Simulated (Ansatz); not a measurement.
Rows from a G0W0 calculation on CdF2 (fluorite (111) film, 1 layers) (Ansatz 0.2.0; G0W0 on LDA, plane waves, PAW; 6×6×1 mesh, 160 empty bands, screening to 36 eV), in eV. Spin-orbit coupling is left out.

```csv
row,Σx,Σc,Vxc,Z
A,-4.74,-1.91,-8.18,0.88
B,-8.98,-2.53,-13.61,0.86
C,-12.10,-3.04,-17.67,0.82
D,-33.10,4.82,-26.16,0.78
E,-4.08,-2.77,-8.78,0.85
F,-34.04,4.85,-27.01,0.78
```

Which rows are filled states and which are empty ones, and how can one tell?

Filled: D and F. Empty: A, B, C and E. The sign of Σc tells: for a filled state bare exchange, which holds its interaction with itself, lies below Vxc (Σx − Vxc is -6.9 eV or lower here) and screening gives part back as a positive Σc. For an empty state Σx lies above Vxc (+3.4 eV or more) and the Coulomb hole leaves Σc negative.

[Paths, hosts, dates, memory and timing lines, banners, echoed tables and standing remarks are left out of the program output.]

[Logs are printed without paths, hosts, clocks, repeated set-up lines and the standing remarks that a program may print on its own settings, such as how far it seeks lower states.]

[Runs of the session that timed out or met a known fault of the program may be left out.]

[Cells called generated may have been cut or substituted from an entry of the Crystallography Open Database or the Materials Project.]

[Hosts, paths, dates, database ids (printed as entryN), source tags and the programs' standing remarks are cut or masked in the printed files.]
